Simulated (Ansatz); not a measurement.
# K2CuF4 (I4/mmm): how robust is the cRPA U?

Aim: hold the target of a cRPA run on K2CuF4 (I4/mmm) and move one thing at a time.

Method: constrained RPA on LDA, plane waves, PAW, in Ansatz 0.2.0.

This is a report of a sequence of runs, with most program output left out.

### 1. The structure

It takes space group I4/mmm (No. 139, tetragonal). Conventional cell: a = 4.147 Å, b = 4.147 Å, c = 12.730 Å, α = 90.00°, β = 90.00°, γ = 90.00°. K has 9 F at 2.60 to 2.93 Å nearest. Cu has 6 F at 1.94 to 2.07 Å nearest. Nearest to F lie 2 Cu at 2.07 Å and 4 K at 2.76 Å. F has 1 Cu at 1.94 Å and 5 K at 2.60 to 2.93 Å nearest. Farther neighbours and most contacts between anions are not listed.

The cell and positions come from the Crystallography Open Database and are kept as given unless a step says otherwise. The program's search for lower electronic states was switched off, so nothing shows that the state found is the lowest. The default PAW set here is soft_2. Its files were made with PBE.

### 2. Base: Cu d, bands v5 to v1, 6×6×6 mesh, medium accuracy

Constrained RPA screens the interaction with every transition except those inside the target bands, which a later many-body model would treat itself.

input.yaml

```yaml
crystal:
  lattice:
    - [6.365, 2.0735, -2.0735]
    - [6.365, -2.0735, 2.0735]
    - [-6.365, -2.0735, -2.0735]
  atoms:
    - { symbol: K, position: [0.3569, 0.3569, 0.0] }
    - { symbol: K, position: [0.6431, 0.6431, 0.0] }
    - { symbol: Cu, position: [0.0, 0.0, 0.0] }
    - { symbol: F, position: [0.0, 0.5, 0.5] }
    - { symbol: F, position: [0.5, 0.0, 0.5] }
    - { symbol: F, position: [0.1523, 0.1523, 0.0] }
    - { symbol: F, position: [0.8477, 0.8477, 0.0] }
kpoints:
  mp_grid: { grid: [12, 12, 12] }
hamiltonian:
  xc: lda
scf:
  occupations: { method: gaussian, width: 0.08 }
  n_extra_bands: 19
  max_iter: 150
  lower_state_search: "off"
output:
  crpa:
    kmesh: [6, 6, 6]
    target_bands: [v5, v1]
    projections: [{ species: Cu, l: d, shell: 3 }]
  local_orbitals:
    kmesh: [6, 6, 6]
    orbitals: [{ species: Cu, l: d, shell: 3 }]
    window: { bands: [v5, v1] }
    seedname: lo
```

On the command line:

```sh
> ansatz run input.yaml --threads 3 --pin off --max-ram 92160MiB --backend cuda --events-out ev --progress --plain --runs-dir out --devices 1 --max-vram 13GiB  # rebuilt from the run's record
```

Elapsed: 5.3 min, on 1 × NVIDIA H100 80GB HBM3 (shared by 6 runs) with 3 threads of AMD EPYC 7R13 (Zen 3), shared host; peak memory 1.9 GiB.

This step gave:

```
U                                                 : 7.934 eV
U prime (inter-orbital)                           : 6.714 eV
J                                                 : 0.5880 eV
bare V                                            : 21.83 eV
bare J                                            : 0.7119 eV
stated bound on U                                 : 0.02944 eV
U over bare V                                     : 0.3635
electrons in the window                           : 9.000
head of the constrained inverse dielectric matrix : 0.4601
least eigenvalue of the projection's overlap      : 0.6278
target functions                                  : 5
bands in the sums                                 : 66
r.m.s. miss of the model bands                    : 9.63e-4 eV
width of the target bands                         : 2.153 eV
weight of the projected orbitals in the window    : 0.7858
```

On the Cu d shell, screening brings the on-site interaction from 21.8 eV down to U = 7.93 eV.

### 3. Changed: 4×4×4 mesh

Changes to input.yaml since step 2:

```diff
@@ -24,9 +24,4 @@
   crpa:
-    kmesh: [6, 6, 6]
+    kmesh: [4, 4, 4]
     target_bands: [v5, v1]
     projections: [{ species: Cu, l: d, shell: 3 }]
-  local_orbitals:
-    kmesh: [6, 6, 6]
-    orbitals: [{ species: Cu, l: d, shell: 3 }]
-    window: { bands: [v5, v1] }
-    seedname: lo
```

Run time: 97 s. Hardware: 1 × NVIDIA H100 80GB HBM3 (shared by 6 runs) with 3 threads; peak memory 1.4 GiB.

This step gave:

```
U                                                 : 7.956 eV
U prime (inter-orbital)                           : 6.735 eV
J                                                 : 0.5892 eV
bare V                                            : 21.86 eV
bare J                                            : 0.7133 eV
stated bound on U                                 : 0.03107 eV
U over bare V                                     : 0.3639
electrons in the window                           : 9.000
head of the constrained inverse dielectric matrix : 0.4602
least eigenvalue of the projection's overlap      : 0.6278
target functions                                  : 5
bands in the sums                                 : 66
width of the target bands                         : 2.153 eV
weight of the projected orbitals in the window    : 0.7858
```

On the Cu d shell, screening brings the on-site interaction from 21.9 eV down to U = 7.96 eV.

### 4. Changed: 2×2×2 mesh

Changes to input.yaml since step 3:

```diff
@@ -24,3 +24,3 @@
   crpa:
-    kmesh: [4, 4, 4]
+    kmesh: [2, 2, 2]
     target_bands: [v5, v1]
```

Run time: 22 s. Hardware: 1 × NVIDIA H100 80GB HBM3 (shared by 6 runs) with 3 threads; peak memory 1.2 GiB.

This step gave:

```yaml
u: 8.451 eV
u_prime_inter_orbital: 7.212 eV
j: 0.6013 eV
bare_v: 22.25 eV
bare_j: 0.7283 eV
stated_bound_on_u: 0.02593 eV
u_over_bare_v: 0.3798
electrons_in_the_window: 9.000
head_of_the_constrained_inverse_dielectric_matrix: 0.4646
least_eigenvalue_of_the_projection_s_overlap: 0.6278
target_functions: 5
bands_in_the_sums: 66
width_of_the_target_bands: 2.153 eV
weight_of_the_projected_orbitals_in_the_window: 0.7858
```

On the Cu d shell, screening brings the on-site interaction from 22.3 eV down to U = 8.45 eV.

### 5. Changed: sums over states on smooth products

Changes to input.yaml since step 4:

```diff
@@ -24,4 +24,8 @@
   crpa:
-    kmesh: [2, 2, 2]
+    kmesh: [6, 6, 6]
     target_bands: [v5, v1]
     projections: [{ species: Cu, l: d, shell: 3 }]
+    accuracy: sum_over_states
+    pair_densities: pseudo
+    n_empty_bands: 66
+    ecut_chi: 136
```

Elapsed: 69 s, on 1 × NVIDIA H100 80GB HBM3 (shared by 6 runs) with 3 threads; peak memory 2 GiB; 2.3 min of CPU time.

This variant gives U = 8.83 eV against 7.93 eV. It is a finite sum over empty states with no bound on its error and stays out of the table below.

### 6. Changed: accuracy low

Changes to input.yaml since step 5:

```diff
@@ -27,5 +27,2 @@
     projections: [{ species: Cu, l: d, shell: 3 }]
-    accuracy: sum_over_states
-    pair_densities: pseudo
-    n_empty_bands: 66
-    ecut_chi: 136
+    accuracy: low
```

Wall time 5.6 min (1 × NVIDIA H100 80GB HBM3 (shared by 6 runs) with 3 threads); peak memory 1.9 GiB; 6.6 min of CPU time.

Numbers from this step:

```
U                                                 : 7.923 eV
U prime (inter-orbital)                           : 6.704 eV
J                                                 : 0.5877 eV
bare V                                            : 21.83 eV
bare J                                            : 0.7119 eV
stated bound on U                                 : 0.1052 eV
U over bare V                                     : 0.3630
electrons in the window                           : 9.000
head of the constrained inverse dielectric matrix : 0.4600
least eigenvalue of the projection's overlap      : 0.6278
target functions                                  : 5
bands in the sums                                 : 66
width of the target bands                         : 2.153 eV
weight of the projected orbitals in the window    : 0.7858
```

On the Cu d shell, screening brings the on-site interaction from 21.8 eV down to U = 7.92 eV.

### 7. Changed: orbitals of another atom

Changes to input.yaml since step 6:

```diff
@@ -26,3 +26,2 @@
     target_bands: [v5, v1]
-    projections: [{ species: Cu, l: d, shell: 3 }]
-    accuracy: low
+    projections: [{ species: F, l: p }]
```

The job ended after 0.18 s (3 threads; peak memory 0.099 GiB).

The program refused the input before any cycle.

The program's message: “Error: invalid value for `output.crpa.projections`: 12 orbital(s) selected but the target window spans 5 band(s); name one orbital per band of it”

The fault put into this input: trial orbitals that do not match the target bands.

### 8. Changed: volume -3 %

The cell differs from the one that the last finished run ended in (a 7.008 → 6.937 Å, b 7.008 → 6.937 Å, c 7.008 → 6.937 Å).

Changes to input.yaml since step 7:

```diff
@@ -2,5 +2,5 @@
   lattice:
-    - [6.365, 2.0735, -2.0735]
-    - [6.365, -2.0735, 2.0735]
-    - [-6.365, -2.0735, -2.0735]
+    - [6.3007026747, 2.0525541235, -2.0525541235]
+    - [6.3007026747, -2.0525541235, 2.0525541235]
+    - [-6.3007026747, -2.0525541235, -2.0525541235]
   atoms:
@@ -26,2 +26,7 @@
     target_bands: [v5, v1]
-    projections: [{ species: F, l: p }]
+    projections: [{ species: Cu, l: d, shell: 3 }]
+  local_orbitals:
+    kmesh: [6, 6, 6]
+    orbitals: [{ species: Cu, l: d, shell: 3 }]
+    window: { bands: [v5, v1] }
+    seedname: lo
```

The job ended after 6.1 min (1 × NVIDIA H100 80GB HBM3 (shared by 6 runs) with 3 threads; peak memory 1.9 GiB; 6.8 min of CPU time).

This step gave:

* U: 7.996 eV
* U prime (inter-orbital): 6.769 eV
* J: 0.5920 eV
* bare V: 21.94 eV
* bare J: 0.7160 eV
* stated bound on U: 0.02940 eV
* U over bare V: 0.3645
* electrons in the window: 9.000
* head of the constrained inverse dielectric matrix: 0.4570
* least eigenvalue of the projection's overlap: 0.6296
* target functions: 5
* bands in the sums: 66
* r.m.s. miss of the model bands: 9.34e-4 eV
* width of the target bands: 2.258 eV
* weight of the projected orbitals in the window: 0.7871

On the Cu d shell, screening brings the on-site interaction from 21.9 eV down to U = 8.00 eV.

### 9. Changed: r2SCAN

This step: constrained RPA on r2SCAN, plane waves, PAW.

input.yaml, the sections that differ from step 8:

```yaml
crystal:
  lattice:
    - [6.365, 2.0735, -2.0735]
    - [6.365, -2.0735, 2.0735]
    - [-6.365, -2.0735, -2.0735]
  atoms:
    - { symbol: K, position: [0.3569, 0.3569, 0.0] }
    - { symbol: K, position: [0.6431, 0.6431, 0.0] }
    - { symbol: Cu, position: [0.0, 0.0, 0.0] }
    - { symbol: F, position: [0.0, 0.5, 0.5] }
    - { symbol: F, position: [0.5, 0.0, 0.5] }
    - { symbol: F, position: [0.1523, 0.1523, 0.0] }
    - { symbol: F, position: [0.8477, 0.8477, 0.0] }
hamiltonian:
  xc: r2scan
output:
  crpa:
    kmesh: [6, 6, 6]
    target_bands: [v5, v1]
    projections: [{ species: Cu, l: d, shell: 3 }]
# kpoints, scf: as in step 8
```

Elapsed: 8.3 min, on 1 × NVIDIA H100 80GB HBM3 (shared by 6 runs) with 3 threads; peak memory 2.5 GiB.

Numbers from this step:

```yaml
u: 8.837 eV
u_prime_inter_orbital: 7.549 eV
j: 0.6246 eV
bare_v: 22.68 eV
bare_j: 0.7491 eV
stated_bound_on_u: 0.02532 eV
u_over_bare_v: 0.3896
electrons_in_the_window: 9.000
head_of_the_constrained_inverse_dielectric_matrix: 0.4994
least_eigenvalue_of_the_projection_s_overlap: 0.6570
target_functions: 5
bands_in_the_sums: 66
width_of_the_target_bands: 2.277 eV
weight_of_the_projected_orbitals_in_the_window: 0.8048
```

On the Cu d shell, screening brings the on-site interaction from 22.7 eV down to U = 8.84 eV.

### 10. Side by side

Times are wall times on 1 × NVIDIA H100 80GB HBM3 (shared by 6 runs) with 3 threads of AMD EPYC 7R13 (Zen 3), shared host, good to a factor of about two.

```csv
run,bare V (eV),U (eV),J (eV),bound on U (eV),width (eV),time
target window,21.83,7.934,0.588,0.0294,2.15,5.3 min
4×4×4 mesh,21.86,7.956,0.589,0.0311,2.15,97 s
2×2×2 mesh,22.25,8.451,0.601,0.0259,2.15,22 s
accuracy low,21.83,7.923,0.588,0.1052,2.15,5.6 min
volume -3 %,21.94,7.996,0.592,0.0294,2.26,6.1 min
r2SCAN,22.68,8.837,0.625,0.0253,2.28,8.3 min
```

### 11. Summary of results

- target window: U 7.93 eV, J 0.59 eV
- 4×4×4 mesh: U 7.96 eV, J 0.59 eV
- 2×2×2 mesh: U 8.45 eV, J 0.60 eV
- accuracy low: U 7.92 eV, J 0.59 eV
- volume -3 %: U 8.00 eV, J 0.59 eV
- r2SCAN: U 8.84 eV, J 0.62 eV

In words: 4×4×4 mesh moves U by +0.02 eV (within the solver's bounds, for the mean over orbitals) at 0.31 times the time. 2×2×2 mesh moves U by +0.52 eV at 0.070 times the time. Accuracy low moves U by −0.01 eV (within the solver's bounds, for the mean over orbitals). Volume -3 % moves U by +0.06 eV. r2SCAN moves U by +0.90 eV. The printed bound covers the solver alone, not the mesh, and no denser mesh than the base was run. The parent state is non-magnetic and the interaction static (zero frequency); U depends on the window and the orbitals, so it belongs to this model alone.

[Paths, hosts, dates, memory and timing lines, banners, echoed tables and standing remarks are left out of the program output.]

[Logs are printed without paths, hosts, clocks, repeated set-up lines and the standing remarks that a program may print on its own settings, such as how far it seeks lower states.]

[Runs of the session that timed out or met a known fault of the program may be left out.]

[Hosts, paths, dates, database ids (printed as entryN), source tags and the programs' standing remarks are cut or masked in the printed files.]
